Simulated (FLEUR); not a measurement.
Records of electronic-structure calculations.

```
! title: LaCoPO: parallel and opposed starts
! method: PBE; all-electron FLAPW, Dirac cores, scalar-relativistic bands
! program: FLEUR MaX-R8.1
! settings of one run: kmax 4.4 1/bohr, gmax 13.2 1/bohr, muffin tin radii La: 2.78, Co: 2.48, P: 1.62, O: 1.57 bohr, lmax La: [10, 8], Co: [10, 8], P: [6, 4], O: [6, 4], hist occupations, smearing width 0.05 eV, mixer Anderson, mixing 0.05, max iterations 90, stop 2.00e-5 me/bohr³, collinear spin, 8×8×4 k-mesh, mesh matched on, starting moments 0 0 2 2 0 0 0 0 μB
! cost: 3 runs, 16 min in all on 8 MPI ranks of Intel Xeon 6975P-C (Granite Rapids), shared host (the runs of this entry)
! notes: The run is spin-polarised, with a total moment of 1.22 μB a cell. Only 3 starts were tried; other patterns of signs, canted and longer-period orders were not.
! lowest state found: ferromagnetic (initial ferro ++)
! largest site spin moment: 0.611 μB
! next finished state: non-magnetic, 20.3 meV a seeded atom higher
! energy gained by spin polarisation: 20.3 meV a seeded atom
CELL_PARAMETERS angstrom
3.99126 0.00000 0.00000
0.00000 3.99126 0.00000
0.00000 0.00000 8.26493
ATOMIC_POSITIONS crystal
La 0.00000 0.50000 0.84687
La 0.50000 0.00000 0.15313
Co 0.50000 0.50000 0.50000
Co 0.00000 0.00000 0.50000
P 0.50000 0.00000 0.61837
P 0.00000 0.50000 0.38163
O 0.00000 0.00000 0.00000
O 0.50000 0.50000 0.00000
```

[Logs and program files are shortened in this print: banners, set-up blocks, solver, clock and traceback lines can be left out without a mark of their own.]

[Logs are printed without paths, hosts, clocks, repeated set-up lines and the standing remarks that a program may print on its own settings, such as how far it seeks lower states.]

[Hosts, paths, dates, database ids (printed as entryN), source tags and the programs' standing remarks are cut or masked in the printed files.]

[Where a cell is said to come from a database of computed structures, the database is the Materials Project.]
